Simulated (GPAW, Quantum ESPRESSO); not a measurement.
# Zn (Zinc, P6_3/mmc): the Zn K absorption edge, part 5 of 5

Do two independent programs agree on the Zn K edge of Zn (Zinc, P6_3/mmc)? The same cell and functional are run with XSpectra and with GPAW.

Quantum ESPRESSO 7.5 and GPAW 26.7.0; core-hole supercells, plane-wave PAW LDA.

So far. Step 8 (Ground state of the crystal (GPAW)): The mesh shows no gap, so the system is treated as a metal and the core electron is put at the Fermi level (neutral cell). Step 9 (Spectrum without a core hole, Zn atom 1 (GPAW)): Main maxima below 28 eV (height): 4.0 eV (0.80), 10.4 eV (1.54) and 18.0 eV (1.12). 

The database entry behind the starting cell differs from later determinations by our own check (about 0.3 % long), so it need not match the best structure at ambient conditions.

### 11. Spectrum with XCH, Zn atom 1 (GPAW)

Level of this step: X-ray absorption from dipole matrix elements to empty bands, plane-wave PAW LDA (GPAW).

The holes are 5.6 Å apart. The excited electron is kept in the cell, where it fills the lowest empty states and screens the hole. After the field has converged, empty bands are computed with the density fixed and the dipole matrix elements are summed.

The input, xas.py:

```python
import numpy as np
from ase import Atoms
from ase.parallel import parprint, paropen
from gpaw import GPAW, PW, FermiDirac, Mixer, MixerDif, setup_paths
from gpaw.test import gen
setup_paths.insert(0, '.')
gen('Zn', name='fch1s', xcname='LDA', corehole=(1, 0, 1), write_xml=True)
from gpaw.mpi import world
world.barrier()

atoms = Atoms('Zn14',
    cell=[[2.67, 0, -4.966],
     [-4.005, -2.31228783, -4.966],
     [1.335, 6.93686348, 0]],
    scaled_positions=[[0.76190476, 0.48809524, 0.94047619],
     [0.33333333, 0.91666667, 0.08333333],
     [0.9047619, 0.3452381, 0.22619048],
     [0.04761905, 0.20238095, 0.51190476],
     [0.47619048, 0.77380952, 0.36904762],
     [0.19047619, 0.05952381, 0.79761905],
     [0.61904762, 0.63095238, 0.6547619],
     [0.80952381, 0.94047619, 0.20238095],
     [0.38095238, 0.36904762, 0.3452381],
     [0.95238095, 0.79761905, 0.48809524],
     [0.0952381, 0.6547619, 0.77380952],
     [0.52380952, 0.22619048, 0.63095238],
     [0.23809524, 0.51190476, 0.05952381],
     [0.66666667, 0.08333333, 0.91666667]],
    pbc=True)
atoms.calc = calc = GPAW(legacy_gpaw=True, mode=PW(500, force_complex_dtype=True), xc='LDA', setups={0: 'fch1s'},
    kpts={'size': (3, 3, 3), 'gamma': True}, occupations=FermiDirac(0.1),
    charge=-1, mixer=Mixer(0.1, 5, 50), maxiter=150,
    convergence={'density': 0.0001, 'eigenstates': 1e-6}, txt='scf.txt')
energy = atoms.get_potential_energy() + calc.get_reference_energy()
ef = calc.get_fermi_level()
out = dict(energy=energy, fermi=ef, forces=atoms.get_forces().tolist())
parprint(f'all-electron energy {energy:.4f} eV, Fermi level {ef:.4f} eV')
ev = np.array([[calc.get_eigenvalues(k, s) for k in range(len(calc.get_ibz_k_points()))] for s in range(calc.get_number_of_spins())])
out['homo'], out['lumo'], out['counts'] = ev[ev < ef].max(), ev[ev > ef].min(), sorted(set((ev < ef).sum((0, 2)).tolist()))
out['filled'] = (ev[:, 0] < ef).sum(1).tolist()

from ase.units import Ha
from gpaw.xas import dipole_matrix_elements
nb = int(calc.get_number_of_electrons() / 2) + 130
top, nb = nb, nb + 8 + nb // 12
nscf = calc.fixed_density(kpts={'size': (4, 4, 4), 'gamma': True}, nbands=nb,
    convergence={'bands': top, 'eigenstates': 5e-3}, maxiter=60, txt='nscf.txt')
cell = atoms.cell.array
ops = [cell.T @ U.T @ np.linalg.inv(cell.T) for U in nscf.wfs.kd.symmetry.op_scc]
E = np.arange(-6, 34, 0.1)
fwhm = np.interp(E, [4, 25], [1.67, 3.5])
Y, X, zero, highest = 0, 0, 1e9, 1e9
for spin in range(nscf.get_number_of_spins()):
    wfs = nscf.wfs
    mine = wfs.bd.get_slice()  # this rank's bands
    A = dipole_matrix_elements(wfs.setups[0])
    eps = np.zeros((wfs.kd.nibzkpts, nb))
    d = np.zeros((3, A.shape[1], wfs.kd.nibzkpts, nb), complex)
    for kpt in wfs.kpt_u:
        if kpt.s == spin and 0 in kpt.P_ani:
            eps[kpt.k, mine] = kpt.eps_n * Ha
            d[:, :, kpt.k, mine] = (kpt.weight * wfs.nspins / 2) ** 0.5 * np.inner(A, kpt.P_ani[0])
    world.sum(eps)
    world.sum(d)
    T = np.einsum('amkn,bmkn->abkn', d, d.conj()).real
    T = sum(np.einsum('ai,ijkn,bj->abkn', R, T, R) for R in ops) / len(ops)
    empty = eps > ef
    zero, highest = min(zero, eps[empty].min()), min(highest, eps[:, top - 1].min())
    lines = [(eps, T, empty)] if spin == 0 else lines + [(eps, T, empty)]
for eps, T, empty in lines:
    f = np.einsum('aakn->akn', T).reshape(3, -1)
    x = eps.ravel() - zero
    w = np.interp(x, E, fwhm) / 2.35482
    g = np.exp(-0.5 * ((E[:, None] - x) / w) ** 2) / (w * (2 * np.pi) ** 0.5)
    Y = Y + (f * empty.ravel()) @ g.T
    X = X + (f * ~empty.ravel()) @ g.T
out.update(E=E.round(2).tolist(), xas=Y.tolist(), xes=X.tolist(), zero=zero, valid=highest - zero, nk=len(eps), nb=nb)
for i in range(0, len(E), 10):
    parprint(f'{E[i]:7.2f}', *(f'{v:10.3e}' for v in Y[:, i]))
import json
with paropen('out.json', 'w') as f:
    json.dump(out, f)
```

Command:

```
> OMP_NUM_THREADS=1 mpirun -n 4 gpaw python xas.py
```

Numbers of over 12 decimals in the logs are rounded to 6 here.

Log:

```text
Input parameters:
  charge: -1
  convergence: {density: 0.0001,
                eigenstates: 1e-06}
  kpts: {gamma: True,
         size: (3, 3, 3)}
  maxiter: 150
  mixer: {backend: pulay,
          beta: 0.1,
          method: separate,
          nmaxold: 5,
          weight: 50}
  mode: {ecut: 500.0,
         force_complex_dtype: True,
         name: pw}
  occupations: {fixmagmom: False,
                name: fermi-dirac,
                width: 0.1}
  setups: {0: fch1s}

Initialize ...

[... PAW data sets ...]

Reference energy: -673350.949710  # eV

Spin-paired calculation

[... convergence settings ...]
Symmetries present (total): 1
  [... symmetry matrices ...]

27 k-points: 3 x 3 x 3 Monkhorst-Pack grid
14 k-points in the irreducible part of the Brillouin zone
       k-points in crystal coordinates                weights
   0:     0.00000000    0.00000000    0.00000000          1/27
   1:     0.00000000    0.00000000    0.33333333          2/27
   2:     0.00000000    0.33333333   -0.33333333          2/27
   3:     0.00000000    0.33333333    0.00000000          2/27
   4:     0.00000000    0.33333333    0.33333333          2/27
   5:     0.33333333   -0.33333333   -0.33333333          2/27
   6:     0.33333333   -0.33333333    0.00000000          2/27
   7:     0.33333333   -0.33333333    0.33333333          2/27
   8:     0.33333333    0.00000000   -0.33333333          2/27
   9:     0.33333333    0.00000000    0.00000000          2/27
          ...
  13:     0.33333333    0.33333333    0.33333333          2/27

Wave functions: Plane wave expansion
  Cutoff energy: 500.000 eV
  Number of coefficients (min, max): 5435, 5461
  Pulay-stress correction: 0.000000 eV/Ang^3 (de/decut=0.000000)
  Using FFTW library
  Wavefunction extrapolation:
    Improved wavefunction reuse through dual PAW basis

Occupation numbers: Fermi-Dirac:
  width: 0.1000  # eV

Eigensolver
   Davidson(niter=2)

Densities:
  Coarse grid: 30*35*40 grid
  Fine grid: 60*70*80 grid
  Total Charge: 0.000000

Density mixing:
  Method: separate
  Backend: pulay
  Linear mixing parameter: 0.1
  old densities: 5
  Width of damping distribution: 1.1
  Damping of long wavelength oscillations: 50

[... Hamiltonian set-up ...]
Number of atoms: 14
Number of atomic orbitals: 126
Number of bands in calculation: 106
Number of valence electrons: 169
Bands to converge: occupied

... initialized

Initializing position-dependent things.

Density initialized from atomic densities
Creating initial wave functions:
  106 bands from LCAO basis set

                     Zn
                Zn

                         Zn
              Zn    Zn
                Zn
                     Zn
           Zn
                Zn
            Zn    Zn
       Zn

                Zn
           Zn

Atomic positions and initial magnetic moments

Positions:
   0 Zn     1.335000    5.395338   -6.207500    ( 0.0000,  0.0000,  0.0000)
   1 Zn    -2.670000   -1.541525   -6.207500    ( 0.0000,  0.0000,  0.0000)
   2 Zn     1.335000    0.770763   -6.207500    ( 0.0000,  0.0000,  0.0000)
   3 Zn     0.000000    3.083050   -1.241500    ( 0.0000,  0.0000,  0.0000)
   4 Zn    -1.335000    0.770763   -6.207500    ( 0.0000,  0.0000,  0.0000)
   5 Zn     1.335000    5.395338   -1.241500    ( 0.0000,  0.0000,  0.0000)
   6 Zn     0.000000    3.083050   -6.207500    ( 0.0000,  0.0000,  0.0000)
[...]
11 Zn     1.335000    3.853813   -3.724500    ( 0.0000,  0.0000,  0.0000)
  12 Zn    -1.335000   -0.770763   -3.724500    ( 0.0000,  0.0000,  0.0000)
  13 Zn     2.670000    6.166101   -3.724500    ( 0.0000,  0.0000,  0.0000)

Unit cell:
           periodic     x           y           z      points  spacing
  1. axis:    yes    2.670000    0.000000   -4.966000    30     0.1668
  2. axis:    yes   -4.005000   -2.312288   -4.966000    35     0.1546
  3. axis:    yes    1.335000    6.936863    0.000000    40     0.1506

  Lengths:   5.638267   6.785857   7.064156
  Angles:  116.496800  84.865589  68.588022

Effective grid spacing dv^(1/3) = 0.1722

iter:   1   -37.994940
iter:   2   -36.155069   -0.31  -1.37
iter:   3   -34.182193   -1.04  -1.45
iter:   4   -34.160689   -2.15  -1.65
iter:   5   -34.092042   -1.97  -1.67
iter:   6   -34.080010c  -2.82  -2.46
iter:   7   -34.066471c  -3.15  -2.69
iter:   8   -34.063705c  -4.28  -3.05
iter:   9   -34.061562c  -4.90  -3.11
iter:  10   -34.059849c  -4.52  -3.21
iter:  11   -34.059675c  -5.17  -3.47
iter:  12   -34.059688c  -5.76  -3.72
iter:  13   -34.059656c  -6.31c -3.93
iter:  14   -34.059638c  -6.64c -4.06c

Converged after 14 iterations.

Dipole moment: (0.264885, 0.778694, -0.209630) |e|*Ang

Energy contributions relative to reference atoms: (reference = -673350.949710)

Kinetic:        -30.737872
Potential:      +49.357350
External:        +0.000000
XC:             -52.370830
Entropy (-ST):   -0.144466
Local:           -0.236054
SIC:             +0.000000
--------------------------
Free energy:    -34.131871
Extrapolated:   -34.059638

Showing only first 2 kpts
 Kpt  Band  Eigenvalues  Occupancy
  0    82      3.69327    2.00000
  0    83      5.00898    2.00000
  0    84      5.01449    2.00000
  0    85      8.65043    0.00000

  1    82      4.08358    2.00000
  1    83      5.34771    1.99995
  1    84      5.88913    1.98903
[...]
Fermi level: 6.40911

No gap
No difference between direct/indirect transitions

Forces in eV/Ang:
  0 Zn    0.00144    0.01211   -0.00096
  1 Zn   -0.13877   -0.03421    0.03797
  2 Zn    0.02057    0.13210   -0.03910
  3 Zn    0.08839   -0.07923    0.00818
  4 Zn   -0.04150    0.12910   -0.00620
  5 Zn    0.14709    0.02254   -0.04404
  6 Zn   -0.05634   -0.10850    0.03587
[...]
11 Zn   -0.02288   -0.01288    0.07010
 12 Zn   -0.00765   -0.00545    0.00242
 13 Zn   -0.03759   -0.00574    0.06327
Scalar-relativistic atomic LDA calculation for Zn (Zinc, Z=30)
Core hole in 1s state (1s occupation: 1.0)
600 radial gridpoints.
|------------------------------------------------|
|------------------------------------------------|
[... the atom generator's iteration count ...]

Energy contributions:
-------------------------
Kinetic:    +1455.313461
XC:           -60.592874
Potential:  -2831.921453
-------------------------
Total:      -1437.200866

state      eigenvalue         ekin         rmax
-----------------------------------------------
1s^1.0 :  -362.370562   457.247084        0.033
2s^2.0 :   -45.586324    89.692358        0.186
2p^6.0 :   -40.551796    88.902557        0.147
3s^2.0 :    -5.578362    20.178333        0.572
3p^6.0 :    -3.921210    18.278078        0.568
3d^10.0:    -1.035193    13.091422        0.530
4s^2.0 :    -0.603317     2.163486        1.866
4p^0.0 :    -0.343743     1.345124        2.300
-----------------------------------------------
(units: Bohr and Hartree)

Generating PAW setup
Kinetic energy of the core from tauc = 1332.765430293097
Cutoffs:
rc(s)=2.430
rc(p)=2.400
rc(d)=2.230
rc(vbar)=2.260
rc(comp)=2.200
rc(nct)=2.430

Kinetic energy of the core states: 1320.072273
Charge: 1.0
Core electrons: 17.0
Valence electrons: 12.0
Pseudo-core charge: 0.063801
Shape function alpha=2.066
Pseudo-electron charge 3.436182
state    eigenvalue         norm
--------------------------------
4s(2) :    -0.603317     1.206269
*s    :     0.396683
4p(0) :    -0.343743     1.021921
*p    :     0.656257
3d(10):    -1.035193     0.095984
*d    :    -0.035193
--------------------------------

Diagonalizing with gridspacing h=0.050

state   all-electron     PAW
-------------------------------
4s:      -0.603317    -0.603615
4p:      -0.343743    -0.343956
3d:      -1.035193    -1.035651
*f:                   -0.018332
-------------------------------
all-electron energy -673385.0093 eV, Fermi level 6.4091 eV
[...]
31.00  1.420e-07  1.423e-07  1.678e-07
  32.00  1.456e-07  1.464e-07  1.828e-07
  33.00  1.490e-07  1.495e-07  1.933e-07
```

Elapsed: 2 min, on 4 MPI ranks of AMD EPYC 9R45, shared host; peak memory 0.7 GiB; 8.1 min of CPU time.

The Zn K spectrum, Zn atom 1, excited-electron core hole (neutral cell) (energy from the lowest empty level; intensity scaled to a mean of 1 over the first 20 eV; polarised curves are means over the symmetry-equivalent atoms):

| E (eV) | isotropic | ε ⊥ c | ε ∥ c |
| --- | --- | --- | --- |
| -2.0 | 0.00 | 0.00 | 0.00 |
| -1.4 | 0.01 | 0.01 | 0.02 |
| -0.8 | 0.07 | 0.06 | 0.09 |
| -0.2 | 0.23 | 0.21 | 0.28 |
| 0.4 | 0.46 | 0.41 | 0.56 |
| 1.0 | 0.66 | 0.56 | 0.86 |
| 1.6 | 0.77 | 0.63 | 1.06 |
| 2.2 | 0.84 | 0.71 | 1.09 |
| 2.8 | 0.91 | 0.85 | 1.03 |
| 3.4 | 0.95 | 0.92 | 1.01 |
| 4.0 | 0.93 | 0.88 | 1.02 |
| 4.6 | 0.91 | 0.83 | 1.07 |
| 5.2 | 0.99 | 0.90 | 1.16 |
| 5.8 | 1.13 | 1.08 | 1.24 |
| 6.4 | 1.22 | 1.20 | 1.27 |
| 7.0 | 1.22 | 1.18 | 1.29 |
| 7.6 | 1.23 | 1.16 | 1.37 |
| 8.2 | 1.34 | 1.25 | 1.51 |
| 8.8 | 1.48 | 1.42 | 1.61 |
| 9.4 | 1.54 | 1.52 | 1.60 |
| 10.0 | 1.46 | 1.46 | 1.45 |
| 10.6 | 1.28 | 1.31 | 1.22 |
| 11.2 | 1.10 | 1.15 | 0.99 |
| 11.8 | 0.97 | 1.05 | 0.82 |
| 12.4 | 0.91 | 1.01 | 0.73 |
| 13.0 | 0.89 | 1.00 | 0.68 |
| 13.6 | 0.89 | 1.00 | 0.67 |
| 14.2 | 0.88 | 0.99 | 0.68 |
| 14.8 | 0.88 | 0.96 | 0.73 |
| 15.4 | 0.89 | 0.94 | 0.79 |
| 16.0 | 0.91 | 0.95 | 0.83 |
| 16.6 | 0.94 | 0.99 | 0.83 |
| 17.2 | 0.95 | 1.03 | 0.79 |
| 17.8 | 0.93 | 1.02 | 0.76 |
| 18.4 | 0.90 | 0.97 | 0.74 |
| 19.0 | 0.84 | 0.89 | 0.75 |
| 19.6 | 0.79 | 0.80 | 0.77 |
| 20.2 | 0.75 | 0.73 | 0.79 |
| 20.8 | 0.72 | 0.69 | 0.79 |
| 21.4 | 0.72 | 0.68 | 0.78 |
| 22.0 | 0.71 | 0.69 | 0.76 |
| 22.6 | 0.71 | 0.69 | 0.75 |
| 23.2 | 0.71 | 0.70 | 0.75 |
| 23.8 | 0.71 | 0.69 | 0.75 |
| 24.4 | 0.72 | 0.70 | 0.76 |
| 25.0 | 0.73 | 0.71 | 0.78 |
| 25.6 | 0.75 | 0.73 | 0.80 |
| 26.2 | 0.77 | 0.74 | 0.82 |
| 26.8 | 0.78 | 0.76 | 0.83 |
| 27.4 | 0.79 | 0.77 | 0.84 |
| 28.0 | 0.80 | 0.78 | 0.85 |
| 28.6 | 0.81 | 0.78 | 0.87 |
| 29.2 | 0.82 | 0.79 | 0.89 |
| 29.8 | 0.84 | 0.80 | 0.91 |
| 30.4 | 0.86 | 0.82 | 0.95 |
| 31.0 | 0.89 | 0.84 | 0.99 |
| 31.6 | 0.92 | 0.85 | 1.04 |

Main maxima below 30 eV (height): 3.4 eV (0.95), 9.4 eV (1.54) and 17.2 eV (0.95). 

The total-energy difference is 9672.06 eV. With the free-atom term of -30.82 eV for this edge, the photon energy is 9641.24 eV.

### 12. The two programs side by side

The line shapes differ (Lorentzian half width 0.83 eV up to 4 eV, rising linearly to 1.75 eV at 25 eV (not a setting of the program: the run's 0.4 eV curve was folded afterwards with a further Lorentzian), against Gaussian full width 1.67 eV up to 4 eV, rising linearly to 3.5 eV at 25 eV), so both get a further Gaussian of 1.5 eV full width before they are compared; the Lorentzian tails remain.

| E (eV) | XSpectra | GPAW |
| --- | --- | --- |
| -2.00 | 0.12 | 0.01 |
| -1.25 | 0.18 | 0.06 |
| -0.50 | 0.28 | 0.18 |
| 0.25 | 0.43 | 0.40 |
| 1.00 | 0.58 | 0.62 |
| 1.75 | 0.71 | 0.77 |
| 2.50 | 0.82 | 0.87 |
| 3.25 | 0.90 | 0.92 |
| 4.00 | 0.93 | 0.93 |
| 4.75 | 0.98 | 0.97 |
| 5.50 | 1.05 | 1.06 |
| 6.25 | 1.13 | 1.17 |
| 7.00 | 1.19 | 1.22 |
| 7.75 | 1.25 | 1.29 |
| 8.50 | 1.31 | 1.40 |
| 9.25 | 1.34 | 1.47 |
| 10.00 | 1.30 | 1.41 |
| 10.75 | 1.21 | 1.24 |
| 11.50 | 1.11 | 1.06 |
| 12.25 | 1.04 | 0.95 |
| 13.00 | 0.99 | 0.90 |
| 13.75 | 0.97 | 0.89 |
| 14.50 | 0.97 | 0.89 |
| 15.25 | 0.96 | 0.89 |
| 16.00 | 0.96 | 0.91 |
| 16.75 | 0.97 | 0.93 |
| 17.50 | 0.98 | 0.93 |
| 18.25 | 0.96 | 0.90 |
| 19.00 | 0.92 | 0.84 |
| 19.75 | 0.88 | 0.78 |
| 20.50 | 0.84 | 0.74 |
| 21.25 | 0.83 | 0.72 |
| 22.00 | 0.83 | 0.72 |
| 22.75 | 0.83 | 0.71 |
| 23.50 | 0.84 | 0.71 |
| 24.25 | 0.84 | 0.72 |
| 25.00 | 0.85 | 0.73 |
| 25.75 | 0.87 | 0.75 |
| 26.50 | 0.88 | 0.77 |
| 27.25 | 0.90 | 0.79 |
| 28.00 | 0.92 | 0.80 |
| 28.75 | 0.95 | 0.81 |
| 29.50 | 0.97 | 0.83 |
| 30.25 | 0.99 | 0.86 |
| 31.00 | 1.02 | 0.88 |

|  | XSpectra | GPAW |
| --- | --- | --- |
| k mesh of the spectrum | 5×5×4 | 4×4×4 |
| cutoff (eV) | 844 | 500 |
| highest intensity below 24 eV after the common broadening, eV (height) | 9.2 (1.34) | 9.4 (1.47) |
| zero, corrected photon energy (eV) | 9646.1 | 9641.2 |
| core time, hole field and spectrum | 41 min | 8.1 min |

### 13. What the core hole does

XSpectra's curves. Both curves are counted from their own zero, so only the shift of weight within the empty states shows.

| E (eV) | no hole | XCH |
| --- | --- | --- |
| -2.0 | 0.09 | 0.12 |
| -1.0 | 0.14 | 0.19 |
| 0.0 | 0.24 | 0.37 |
| 1.0 | 0.42 | 0.59 |
| 2.0 | 0.54 | 0.75 |
| 3.0 | 0.67 | 0.90 |
| 4.0 | 0.73 | 0.93 |
| 5.0 | 0.83 | 0.98 |
| 6.0 | 0.86 | 1.12 |
| 7.0 | 0.99 | 1.19 |
| 8.0 | 1.11 | 1.26 |
| 9.0 | 1.23 | 1.36 |
| 10.0 | 1.35 | 1.32 |
| 11.0 | 1.39 | 1.18 |
| 12.0 | 1.30 | 1.05 |
| 13.0 | 1.19 | 0.98 |
| 14.0 | 1.14 | 0.97 |
| 15.0 | 1.10 | 0.96 |
| 16.0 | 1.10 | 0.96 |
| 17.0 | 1.13 | 0.98 |
| 18.0 | 1.16 | 0.98 |
| 19.0 | 1.13 | 0.92 |
| 20.0 | 1.06 | 0.85 |
| 21.0 | 1.00 | 0.83 |
| 22.0 | 0.98 | 0.83 |
| 23.0 | 0.97 | 0.84 |
| 24.0 | 0.94 | 0.84 |
| 25.0 | 0.94 | 0.85 |
| 26.0 | 0.97 | 0.87 |
| 27.0 | 1.00 | 0.89 |
| 28.0 | 1.02 | 0.92 |
| 29.0 | 1.04 | 0.95 |
| 30.0 | 1.06 | 0.98 |
| 31.0 | 1.09 | 1.02 |
| 32.0 | 1.15 | 1.05 |

With each curve scaled to its own mean, the area from −2 to 6 eV with the hole is 5.3 against 4.0, and the centre of weight from −1 to 20 eV moves by -1.0 eV: the hole pulls the absorber's empty states down.

### 14. Against the measurement

Features are paired by their description (first, strongest, rising edge, steepest rise) or, failing that, by nearness after a common offset; their character isn't checked.

XSpectra LDA (Lorentzian half width 0.83 eV up to 4 eV, rising linearly to 1.75 eV at 25 eV (not a setting of the program: the run's 0.4 eV curve was folded afterwards with a further Lorentzian)):

| measured feature | measured (eV) | computed feature | computed (eV) | difference (eV) |
| --- | --- | --- | --- | --- |
| Zn K-edge, first derivative peak, literature reference energy | 9660.75 | steepest rise | 9646.1 | -14.6 |

GPAW LDA (Gaussian full width 1.67 eV up to 4 eV, rising linearly to 3.5 eV at 25 eV):

| measured feature | measured (eV) | computed feature | computed (eV) | difference (eV) |
| --- | --- | --- | --- | --- |
| Zn K-edge, first derivative peak, literature reference energy | 9660.75 | steepest rise | 9641.4 | -19.3 |

### 15. Runs not followed above

These runs aren't followed: redraws of a spectrum that repeat one shown, runs with a planted fault or a state judged unsound, or a program's part that gave no sound spectrum.

| program | step | status | elapsed |
| --- | --- | --- | --- |
| Quantum ESPRESSO | no core hole, redrawn | converged | 6.5 s |
| Quantum ESPRESSO | spectrum with XCH, redrawn | converged | 4.3 s |

### 16. Outcome

```
absorber and edge                                     : Zn K, atom 1 of the ground-state input (counted from 1)
surroundings                                          : 6 Zn at 2.67 Å and 6 Zn at 2.92 Å (anticuboctahedral, as in hcp, site symmetry -6m2)
highest intensity below 24 eV (XSpectra, narrow line) : 9.2 eV above the zero, height 1.37
photon energy of the zero, with the added terms       : 9646.1 eV (raw 9676.9 eV; LDA puts this hole about 19 eV below PBE, itself good to a few eV)
```

In words: XSpectra LDA lies 14.6 eV below the measured energy; the functional alone would put it 19 eV low, so against PBE it would lie 4 eV above. GPAW LDA lies 19.3 eV below the measured energy, of which about 19 eV is this functional's underpricing of the hole against PBE in the free atom. Energy scales of different experiments differ by up to about 1 eV. The two programs agree closely: 8 % r.m.s. remains over the first 14 eV after a relative shift of 0.0 eV, and their photon-energy zeros differ by 4.9 eV. An offset of the zeros of this size is more than meshes or line shapes can give; the atomic core treatment of the two data sets is the likely place. In XSpectra the Zn K edge of atom 1, with 6 Zn at 2.67 Å and 6 Zn at 2.92 Å (anticuboctahedral, as in hcp, site symmetry -6m2), has its highest intensity of the first 24 eV at 9.2 eV above the zero, near 9655 eV in photon energy (LDA puts this hole about 19 eV below PBE, itself good to a few eV), 1.4 times the mean level of the first 20 eV (Lorentzian half width 0.83 eV up to 4 eV, rising linearly to 1.75 eV at 25 eV (not a setting of the program: the run's 0.4 eV curve was folded afterwards with a further Lorentzian)). In XSpectra: With each curve scaled to its own mean, the area from −2 to 6 eV with the hole is 5.3 against 4.0, and the centre of weight from −1 to 20 eV moves by -1.0 eV: the hole pulls the absorber's empty states down. In GPAW: With each curve scaled to its own mean, the area from −2 to 6 eV with the hole is 5.2 against 4.2, and the centre of weight from −1 to 20 eV moves by -0.8 eV: the hole pulls the absorber's empty states down. In XSpectra, at the Zn K edge of atom 1 polarisation matters most near 2.4 eV, where the curves differ by 0.3 on this scale. 3 further runs of this session are left out of this account as redundant. The holes are only 5.6 Å apart, so the shape is probably not converged with cell size; no larger cell was run here. The structure is a published determination, not relaxed.

[Banner, clock and machine lines of the logs are left out without a mark of their own.]

[Logs are printed without paths, hosts, clocks, repeated set-up lines and the standing remarks that a program may print on its own settings, such as how far it seeks lower states.]

[Hosts, paths, dates, database ids (printed as entryN), source tags and the programs' standing remarks are cut or masked in the printed files.]

[Lists of maxima count a maximum above −3 eV only where it reaches 4 % of the highest in the window and stands out from its surroundings by 2 % of it (1.5 % where it reaches 55 %); shoulders and weaker maxima are passed over, and of the rest the first, up to two pre-edge ones and the few strongest are named.]
